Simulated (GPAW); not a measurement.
# Settings that the conductance of CO in line between two Ru chains needs

Wanted: a convergence study of zero-bias transport through CO in line between two Ru chains, with run times.

Calculated with GPAW 26.7.0; GPAW LCAO, PAW setups; Landauer transmission from Green's functions with principal layers (ASE), zero bias.

## Step 1: The starting structure

The cell holds 16 atoms: 14 Ru, 1 C and 1 O. Cell: a = 9.000 Å, b = 9.000 Å, c = 33.767 Å, α = 90.0°, β = 90.0°, γ = 90.0°. Regions: left lead, 7 atoms (7 Ru); channel, 2 atoms (1 C and 1 O); right lead, 7 atoms (7 Ru). Vacuum lies along a and b. The structure is stacked along c, and the current runs across the ab planes.

## Step 2: Base settings

All settings start at ordinary values; they are then varied in turn, with meshes following the cell where its length changes.

run.py reads:

```python
import json
import numpy as np
from ase import Atoms
from ase.transport.calculators import TransportCalculator
from gpaw import GPAW, FermiDirac
from gpaw.lcao.tools import get_lcao_hamiltonian
from scipy.linalg import eigh

# The junction with lead layers at both ends, along the third cell vector
device = Atoms(
    ['Ru', 'Ru', 'Ru', 'Ru', 'Ru', 'Ru', 'Ru', 'C', 'O', 'Ru', 'Ru', 'Ru', 'Ru', 'Ru', 'Ru', 'Ru'],
    positions=[
        [4.50000, 4.50000, 1.12500],
        [4.50000, 4.50000, 3.37500],
        [4.50000, 4.50000, 5.62500],
        [4.50000, 4.50000, 7.87500],
        [4.50000, 4.50000, 10.12500],
        [4.50000, 4.50000, 12.37500],
        [4.50000, 4.50000, 14.62500],
        [4.50000, 4.50000, 16.35850],
        [4.50000, 4.50000, 17.51850],
        [4.50000, 4.50000, 19.14190],
        [4.50000, 4.50000, 21.39190],
        [4.50000, 4.50000, 23.64190],
        [4.50000, 4.50000, 25.89190],
        [4.50000, 4.50000, 28.14190],
        [4.50000, 4.50000, 30.39190],
        [4.50000, 4.50000, 32.64190]],
    cell=[[9.0, 0.0, 0.0], [0.0, 9.0, 0.0], [0.0, 0.0, 33.7669]],
    pbc=True)

# One principal layer of the lead: the first 5 atoms of the device
lead = Atoms(
    ['Ru', 'Ru', 'Ru', 'Ru', 'Ru'],
    positions=[
        [4.50000, 4.50000, 1.12500],
        [4.50000, 4.50000, 3.37500],
        [4.50000, 4.50000, 5.62500],
        [4.50000, 4.50000, 7.87500],
        [4.50000, 4.50000, 10.12500]],
    cell=[[9.0, 0.0, 0.0], [0.0, 9.0, 0.0], [0.0, 0.0, 11.25]],
    pbc=True)

settings = dict(mode='lcao', basis='dzp', xc='PBE', h=0.18,
                occupations=FermiDirac(0.1), maxiter=250,
                mixer=dict(beta=0.1, nmaxold=8, weight=100.0),
                convergence=dict(density=0.0001))
energies = np.arange(-2, 2 + 1e-9, 0.05)
eta = 0.0001
n1, n2 = 1, 1
# k and -k transmit alike, so half of the mesh across the current serves
mesh = [(i, j) for i in range(n1) for j in range(n2) if (i, j) <= (-i % n1, -j % n2)]
weights = np.array([1 if (i, j) == (-i % n1, -j % n2) else 2 for i, j in mesh]) / (n1 * n2)

# [... helper functions left out ...]
fermi_lead = ground_state(lead, (1, 1, 10), 'lead.txt')
fermi_device = ground_state(device, (1, 1, 3), 'device.txt')
# [... loop over the mesh left out, but for ...]
        # Shift the lead onto the potential of the device's first layer
        shift = ((H[:, 0, 0] - H0[:, 0, 0]) / S0[0, 0]).real.mean()
# [...]
kT = 8.617333e-5 * 300
bias = [0.1, 0.2, 0.5, 1.0, 1.5, 2.0]
# [... integrals and printing left out ...]
```

Run with:

```
$ OMP_NUM_THREADS=1 OPENBLAS_NUM_THREADS=2 python run.py
```

What it wrote:

```text
basis functions: device 432, principal layer 145
Fermi level: lead -3.4327 eV, device -3.4342 eV; lead shifted by -0.0114 eV
largest coupling past the next layer 2.00e-05 eV, largest misfit of the first layer 0.082 eV
  E-E_F (eV)   T (one spin)  [channel counts left out]
    -2.000    1.5657e+00
    -1.950    1.5779e+00
    -1.900    1.5909e+00
    -1.850    1.6043e+00
    -1.800    1.6180e+00
    -1.750    1.6314e+00
    -1.700    1.6444e+00
    -1.650    1.6566e+00
    -1.600    1.6678e+00
    -1.550    1.6781e+00
    -1.500    1.6873e+00
    -1.450    1.6955e+00
    -1.400    1.7026e+00
    -1.350    1.7089e+00
    -1.300    1.7143e+00
    -1.250    1.7185e+00
[...]
1.650    1.2847e+00
     1.700    1.2419e+00
     1.750    1.1971e+00
     1.800    1.1472e+00
     1.850    1.0894e+00
     1.900    1.0195e+00
     1.950    9.3051e-01
     2.000    8.0973e-01
conductance at 300 K: 1.8293 G0 a cell; thermopower 0.254 uV/K
current from the zero-bias T(E) at 0.1 V: 14.171 uA
current from the zero-bias T(E) at 0.2 V: 28.326 uA
current from the zero-bias T(E) at 0.5 V: 70.551 uA
current from the zero-bias T(E) at 1.0 V: 139.47 uA
current from the zero-bias T(E) at 1.5 V: 206.16 uA
current from the zero-bias T(E) at 2.0 V: 271.05 uA
```

Elapsed: 4.9 min, on 2 threads of Intel Xeon 6975P-C (Granite Rapids), shared host; peak memory 2 GiB.

This run has no spin polarisation, although Ru can carry a moment.

This step gave:

- conductance: 1.829 G₀
- largest coupling past the next principal layer: 2.00e-5 eV
- largest misfit of the first principal layer: 0.08206 eV
- shift that aligns the lead: -0.01145 eV
- basis functions of the junction: 432
- basis functions of a principal layer: 145
- transmission at the Fermi level (one spin): 1.830

One spin. Table of transmission, zone mean by energy, zero at the Fermi level:

| energy (eV) | transmission, zone mean |
| --- | --- |
| -2.000 | 1.57 |
| -1.800 | 1.62 |
| -1.600 | 1.67 |
| -1.400 | 1.70 |
| -1.200 | 1.72 |
| -1.000 | 1.72 |
| -0.800 | 1.73 |
| -0.600 | 1.76 |
| -0.400 | 1.80 |
| -0.200 | 1.83 |
| -0.100 | 1.83 |
| 0.000 | 1.83 |
| 0.200 | 1.80 |
| 0.400 | 1.75 |
| 0.600 | 1.69 |
| 0.800 | 1.64 |
| 1.000 | 1.59 |
| 1.200 | 1.53 |
| 1.400 | 1.45 |
| 1.600 | 1.33 |
| 1.800 | 1.15 |
| 2.000 | 0.810 |

Not self-consistent under bias; the bias window is split evenly. Table of current through one cell, from the zero-bias transmission by bias:

| bias (V) | current through one cell, from the zero-bias transmission (μA) |
| --- | --- |
| 0.100 | 14.2 |
| 0.200 | 28.3 |
| 0.500 | 70.6 |
| 1.000 | 139 |
| 1.500 | 206 |
| 2.000 | 271 |

Couplings past the next layer reach 2.0e-5 eV, small enough to drop; the matrix elements of the cell's first layer differ from the bulk lead's by up to 0.082 eV. That layer keeps its own values in the calculation, and only beyond it is the lead taken as perfect. The Fermi levels of lead and junction count from different zeros of potential, one for each periodic cell; with both set to zero, the small remaining shift is what aligns them. By hand: G = 1.829 × 77.48 μS = 142 μS, a resistance of 7.06 kΩ; at 0.1 V a linear junction would pass 14.2 μA, and the integral over the bias window gives 14.2 μA.

## Step 3: Energy step: de = 0.2

The thermal integrals interpolate T(E), so the step must resolve what lies within a few kT of the Fermi level.

run.py, as its differences from that of step 2:

```diff
@@ -47,3 +47,3 @@
                 convergence=dict(density=0.0001))
-energies = np.arange(-2, 2 + 1e-9, 0.05)
+energies = np.arange(-2, 2 + 1e-9, 0.2)
 eta = 0.0001
```

What it wrote:

```text
basis functions: device 432, principal layer 145
Fermi level: lead -3.4327 eV, device -3.4342 eV; lead shifted by -0.0114 eV
largest coupling past the next layer 2.00e-05 eV, largest misfit of the first layer 0.082 eV
  E-E_F (eV)   T (one spin)  [channel counts left out]
    -2.000    1.5657e+00
    -1.800    1.6180e+00
    -1.600    1.6678e+00
    -1.400    1.7026e+00
    -1.200    1.7172e+00
    -1.000    1.7226e+00
    -0.800    1.7333e+00
    -0.600    1.7593e+00
    -0.400    1.7970e+00
    -0.200    1.8267e+00
    -0.000    1.8304e+00
     0.200    1.8021e+00
     0.400    1.7515e+00
     0.600    1.6932e+00
     0.800    1.6390e+00
     1.000    1.5895e+00
     1.200    1.5312e+00
     1.400    1.4462e+00
     1.600    1.3259e+00
     1.800    1.1472e+00
     2.000    8.0973e-01
conductance at 300 K: 1.8275 G0 a cell; thermopower 0.248 uV/K
current from the zero-bias T(E) at 0.1 V: 14.155 uA
current from the zero-bias T(E) at 0.2 V: 28.288 uA
current from the zero-bias T(E) at 0.5 V: 70.465 uA
current from the zero-bias T(E) at 1.0 V: 139.35 uA
current from the zero-bias T(E) at 1.5 V: 206.07 uA
current from the zero-bias T(E) at 2.0 V: 270.96 uA
```

Elapsed: 4.7 min, on 2 threads; peak memory 2 GiB.

This step gave:

| Property | Result |
| --- | --- |
| conductance | 1.827 G₀ |

One spin. Transmission, zone mean against energy, zero at the Fermi level:

| energy (eV) | transmission, zone mean |
| --- | --- |
| -2.00 | 1.57 |
| -1.80 | 1.62 |
| -1.60 | 1.67 |
| -1.40 | 1.70 |
| -1.20 | 1.72 |
| -1.00 | 1.72 |
| -0.80 | 1.73 |
| -0.60 | 1.76 |
| -0.40 | 1.80 |
| -0.20 | 1.83 |
| 0.00 | 1.83 |
| 0.20 | 1.80 |
| 0.40 | 1.75 |
| 0.60 | 1.69 |
| 0.80 | 1.64 |
| 1.00 | 1.59 |
| 1.20 | 1.53 |
| 1.40 | 1.45 |
| 1.60 | 1.33 |
| 1.80 | 1.15 |
| 2.00 | 0.810 |

Not self-consistent under bias; the bias window is split evenly. Current through one cell, from the zero-bias transmission against bias:

| bias (V) | current through one cell, from the zero-bias transmission (μA) |
| --- | --- |
| 0.100 | 14.2 |
| 0.200 | 28.3 |
| 0.500 | 70.5 |
| 1.000 | 139 |
| 1.500 | 206 |
| 2.000 | 271 |

The conductance equals that of the base run to 0.2 %.

## Step 4: Energy step: de = 0.1

run.py, as its differences from that of step 3:

```diff
@@ -47,3 +47,3 @@
                 convergence=dict(density=0.0001))
-energies = np.arange(-2, 2 + 1e-9, 0.2)
+energies = np.arange(-2, 2 + 1e-9, 0.1)
 eta = 0.0001
```

What it wrote:

```text
basis functions: device 432, principal layer 145
Fermi level: lead -3.4327 eV, device -3.4342 eV; lead shifted by -0.0114 eV
largest coupling past the next layer 2.00e-05 eV, largest misfit of the first layer 0.082 eV
  E-E_F (eV)   T (one spin)  [channel counts left out]
    -2.000    1.5657e+00
    -1.900    1.5909e+00
    -1.800    1.6180e+00
    -1.700    1.6444e+00
    -1.600    1.6678e+00
    -1.500    1.6873e+00
    -1.400    1.7026e+00
    -1.300    1.7143e+00
    -1.200    1.7172e+00
    -1.100    1.7195e+00
    -1.000    1.7226e+00
    -0.900    1.7271e+00
    -0.800    1.7333e+00
    -0.700    1.7441e+00
    -0.600    1.7593e+00
    -0.500    1.7777e+00
[...]
1.300    1.4929e+00
     1.400    1.4462e+00
     1.500    1.3905e+00
     1.600    1.3259e+00
     1.700    1.2419e+00
     1.800    1.1472e+00
     1.900    1.0195e+00
     2.000    8.0973e-01
conductance at 300 K: 1.8288 G0 a cell; thermopower 0.253 uV/K
current from the zero-bias T(E) at 0.1 V: 14.167 uA
current from the zero-bias T(E) at 0.2 V: 28.318 uA
current from the zero-bias T(E) at 0.5 V: 70.533 uA
current from the zero-bias T(E) at 1.0 V: 139.45 uA
current from the zero-bias T(E) at 1.5 V: 206.14 uA
current from the zero-bias T(E) at 2.0 V: 271.03 uA
```

Run time: 4.6 min. Hardware: 2 threads; peak memory 2 GiB.

Numbers from this step:

```yaml
conductance: 1.829 G₀
```

One spin. Table of transmission, zone mean by energy, zero at the Fermi level:

| energy (eV) | transmission, zone mean |
| --- | --- |
| -2.00 | 1.57 |
| -1.90 | 1.59 |
| -1.70 | 1.64 |
| -1.60 | 1.67 |
| -1.40 | 1.70 |
| -1.30 | 1.71 |
| -1.20 | 1.72 |
| -1.00 | 1.72 |
| -0.90 | 1.73 |
| -0.80 | 1.73 |
| -0.60 | 1.76 |
| -0.50 | 1.78 |
| -0.30 | 1.81 |
| -0.20 | 1.83 |
| -0.10 | 1.83 |
| 0.00 | 1.83 |
| 0.10 | 1.82 |
| 0.20 | 1.80 |
| 0.30 | 1.78 |
| 0.50 | 1.72 |
| 0.60 | 1.69 |
| 0.80 | 1.64 |
| 0.90 | 1.61 |
| 1.00 | 1.59 |
| 1.20 | 1.53 |
| 1.30 | 1.49 |
| 1.40 | 1.45 |
| 1.60 | 1.33 |
| 1.70 | 1.24 |
| 1.90 | 1.02 |
| 2.00 | 0.810 |

Not self-consistent under bias; the bias window is split evenly. Current through one cell, from the zero-bias transmission against bias:

| bias (V) | current through one cell, from the zero-bias transmission (μA) |
| --- | --- |
| 0.100 | 14.2 |
| 0.200 | 28.3 |
| 0.500 | 70.5 |
| 1.000 | 139 |
| 1.500 | 206 |
| 2.000 | 271 |

The conductance equals that of the base run to 0.2 %.

## Step 5: Varying the energy step: de = 0.025

run.py, as its differences from that of step 4:

```diff
@@ -47,3 +47,3 @@
                 convergence=dict(density=0.0001))
-energies = np.arange(-2, 2 + 1e-9, 0.1)
+energies = np.arange(-2, 2 + 1e-9, 0.025)
 eta = 0.0001
```

What it wrote:

```text
basis functions: device 432, principal layer 145
Fermi level: lead -3.4327 eV, device -3.4342 eV; lead shifted by -0.0114 eV
largest coupling past the next layer 2.00e-05 eV, largest misfit of the first layer 0.082 eV
  E-E_F (eV)   T (one spin)  [channel counts left out]
    -2.000    1.5657e+00
    -1.975    1.5717e+00
    -1.950    1.5779e+00
[...]
1.975    8.7525e-01
     2.000    8.0973e-01
conductance at 300 K: 1.8294 G0 a cell; thermopower 0.2542 uV/K
current from the zero-bias T(E) at 0.1 V: 14.172 uA
current from the zero-bias T(E) at 0.2 V: 28.328 uA
current from the zero-bias T(E) at 0.5 V: 70.555 uA
current from the zero-bias T(E) at 1.0 V: 139.48 uA
current from the zero-bias T(E) at 1.5 V: 206.17 uA
current from the zero-bias T(E) at 2.0 V: 271.05 uA
```

Run time: 4.9 min. Hardware: 2 threads; peak memory 2 GiB.

One spin. Table of transmission, zone mean by energy, zero at the Fermi level:

| energy (eV) | transmission, zone mean |
| --- | --- |
| -2.000 | 1.57 |
| -1.900 | 1.59 |
| -1.800 | 1.62 |
| -1.700 | 1.64 |
| -1.600 | 1.67 |
| -1.500 | 1.69 |
| -1.400 | 1.70 |
| -1.300 | 1.71 |
| -1.200 | 1.72 |
| -1.100 | 1.72 |
| -1.000 | 1.72 |
| -0.900 | 1.73 |
| -0.800 | 1.73 |
| -0.700 | 1.74 |
| -0.600 | 1.76 |
| -0.500 | 1.78 |
| -0.400 | 1.80 |
| -0.300 | 1.81 |
| -0.200 | 1.83 |
| -0.100 | 1.83 |
| -0.075 | 1.83 |
| 0.000 | 1.83 |
| 0.100 | 1.82 |
| 0.200 | 1.80 |
| 0.300 | 1.78 |
| 0.400 | 1.75 |
| 0.500 | 1.72 |
| 0.600 | 1.69 |
| 0.700 | 1.67 |
| 0.800 | 1.64 |
| 0.900 | 1.61 |
| 1.000 | 1.59 |
| 1.100 | 1.56 |
| 1.200 | 1.53 |
| 1.300 | 1.49 |
| 1.400 | 1.45 |
| 1.500 | 1.39 |
| 1.600 | 1.33 |
| 1.700 | 1.24 |
| 1.800 | 1.15 |
| 1.900 | 1.02 |
| 2.000 | 0.810 |

The conductance equals that of the base run to 0.2 %.

## Step 6: Varying the energy step: de = 0.0125

run.py, as its differences from that of step 5:

```diff
@@ -47,3 +47,3 @@
                 convergence=dict(density=0.0001))
-energies = np.arange(-2, 2 + 1e-9, 0.025)
+energies = np.arange(-2, 2 + 1e-9, 0.0125)
 eta = 0.0001
```

What it wrote:

```text
basis functions: device 432, principal layer 145
Fermi level: lead -3.4327 eV, device -3.4342 eV; lead shifted by -0.0114 eV
largest coupling past the next layer 2.00e-05 eV, largest misfit of the first layer 0.082 eV
  E-E_F (eV)   T (one spin)  [channel counts left out]
    -2.000    1.5657e+00
    -1.988    1.5686e+00
    -1.975    1.5717e+00
[...]
1.987    8.4396e-01
     2.000    8.0973e-01
conductance at 300 K: 1.8295 G0 a cell; thermopower 0.2542 uV/K
current from the zero-bias T(E) at 0.1 V: 14.172 uA
current from the zero-bias T(E) at 0.2 V: 28.329 uA
current from the zero-bias T(E) at 0.5 V: 70.556 uA
current from the zero-bias T(E) at 1.0 V: 139.48 uA
current from the zero-bias T(E) at 1.5 V: 206.17 uA
current from the zero-bias T(E) at 2.0 V: 271.05 uA
```

Run time: 5.4 min. Hardware: 2 threads; peak memory 2 GiB.

One spin. The transmission, zone mean by energy, zero at the Fermi level:

| energy (eV) | transmission, zone mean |
| --- | --- |
| -2.000 | 1.57 |
| -1.800 | 1.62 |
| -1.600 | 1.67 |
| -1.400 | 1.70 |
| -1.200 | 1.72 |
| -1.000 | 1.72 |
| -0.800 | 1.73 |
| -0.600 | 1.76 |
| -0.400 | 1.80 |
| -0.200 | 1.83 |
| -0.075 | 1.83 |
| 0.000 | 1.83 |
| 0.200 | 1.80 |
| 0.400 | 1.75 |
| 0.600 | 1.69 |
| 0.800 | 1.64 |
| 1.000 | 1.59 |
| 1.200 | 1.53 |
| 1.400 | 1.45 |
| 1.600 | 1.33 |
| 1.800 | 1.15 |
| 2.000 | 0.810 |

The conductance equals that of the base run to 0.2 %.

## Step 7: Convergence in the energy step

The runs and the base run on one axis.

This step: convergence of the conductance (GPAW 26.7.0).

The conductance stays at 1.83 G₀ for energy step from 0.0125 to 0.2 eV.

## Step 8: Smearing: width = 0.01

Smearing helps the SCF of a metal converge, but it blurs occupations at band edges near the Fermi level.

This step: GPAW LCAO, PAW setups; Landauer transmission from Green's functions with principal layers (ASE), zero bias (GPAW 26.7.0).

run.py, as its differences from that of step 6:

```diff
@@ -44,6 +44,6 @@
 settings = dict(mode='lcao', basis='dzp', xc='PBE', h=0.18,
-                occupations=FermiDirac(0.1), maxiter=250,
+                occupations=FermiDirac(0.01), maxiter=250,
                 mixer=dict(beta=0.1, nmaxold=8, weight=100.0),
                 convergence=dict(density=0.0001))
-energies = np.arange(-2, 2 + 1e-9, 0.0125)
+energies = np.arange(-2, 2 + 1e-9, 0.05)
 eta = 0.0001
```

What it wrote:

```text
basis functions: device 432, principal layer 145
Fermi level: lead -3.3872 eV, device -3.5152 eV; lead shifted by -0.0022 eV
largest coupling past the next layer 2.00e-05 eV, largest misfit of the first layer 0.186 eV
  E-E_F (eV)   T (one spin)  [channel counts left out]
    -2.000    1.5479e+00
    -1.950    1.5606e+00
    -1.900    1.5755e+00
    -1.850    1.5919e+00
    -1.800    1.6090e+00
    -1.750    1.6260e+00
    -1.700    1.6424e+00
    -1.650    1.6574e+00
    -1.600    1.6707e+00
    -1.550    1.6822e+00
    -1.500    1.6919e+00
    -1.450    1.6999e+00
    -1.400    1.7064e+00
    -1.350    1.7116e+00
    -1.300    1.7160e+00
    -1.250    1.7185e+00
[...]
1.650    1.2553e+00
     1.700    1.2197e+00
     1.750    1.1869e+00
     1.800    1.1545e+00
     1.850    1.1202e+00
     1.900    1.0802e+00
     1.950    1.0258e+00
     2.000    9.3497e-01
conductance at 300 K: 1.8473 G0 a cell; thermopower 0.3287 uV/K
current from the zero-bias T(E) at 0.1 V: 14.31 uA
current from the zero-bias T(E) at 0.2 V: 28.6 uA
current from the zero-bias T(E) at 0.5 V: 71.173 uA
current from the zero-bias T(E) at 1.0 V: 140.38 uA
current from the zero-bias T(E) at 1.5 V: 206.97 uA
current from the zero-bias T(E) at 2.0 V: 271.46 uA
```

Wall time 6.1 min (2 threads); peak memory 2 GiB.

Numbers from this step:

```yaml
conductance: 1.847 G₀
largest_misfit_of_the_first_principal_layer: 0.1857 eV
shift_that_aligns_the_lead: -0.002182 eV
transmission_at_the_fermi_level_one_spin: 1.849
```

One spin. The transmission, zone mean by energy, zero at the Fermi level:

| energy (eV) | transmission, zone mean |
| --- | --- |
| -2.00 | 1.55 |
| -1.90 | 1.58 |
| -1.80 | 1.61 |
| -1.70 | 1.64 |
| -1.55 | 1.68 |
| -1.45 | 1.70 |
| -1.35 | 1.71 |
| -1.25 | 1.72 |
| -1.15 | 1.72 |
| -1.05 | 1.71 |
| -0.90 | 1.72 |
| -0.80 | 1.72 |
| -0.70 | 1.73 |
| -0.60 | 1.75 |
| -0.50 | 1.78 |
| -0.40 | 1.80 |
| -0.25 | 1.84 |
| -0.15 | 1.85 |
| -0.10 | 1.85 |
| -0.05 | 1.85 |
| 0.00 | 1.85 |
| 0.05 | 1.84 |
| 0.15 | 1.82 |
| 0.25 | 1.80 |
| 0.40 | 1.76 |
| 0.50 | 1.73 |
| 0.60 | 1.70 |
| 0.70 | 1.67 |
| 0.80 | 1.53 |
| 0.85 | 1.63 |
| 0.90 | 1.62 |
| 1.05 | 1.59 |
| 1.15 | 1.56 |
| 1.25 | 1.51 |
| 1.35 | 1.46 |
| 1.45 | 1.39 |
| 1.55 | 1.32 |
| 1.70 | 1.22 |
| 1.80 | 1.15 |
| 1.90 | 1.08 |
| 2.00 | 0.935 |

Not self-consistent under bias; the bias window is split evenly. The current through one cell, from the zero-bias transmission by bias:

| bias (V) | current through one cell, from the zero-bias transmission (μA) |
| --- | --- |
| 0.100 | 14.3 |
| 0.200 | 28.6 |
| 0.500 | 71.2 |
| 1.000 | 140 |
| 1.500 | 207 |
| 2.000 | 271 |

The conductance, 1.85 G₀, lies 1.0 % above that of the base run.

(Part 1 of 4 ends here.)

[Logs are printed without paths, hosts, clocks, repeated set-up lines and the standing remarks that a program may print on its own settings, such as how far it seeks lower states.]

[Hosts, paths, dates, database ids (printed as entryN), source tags and the programs' standing remarks are cut or masked in the printed files.]
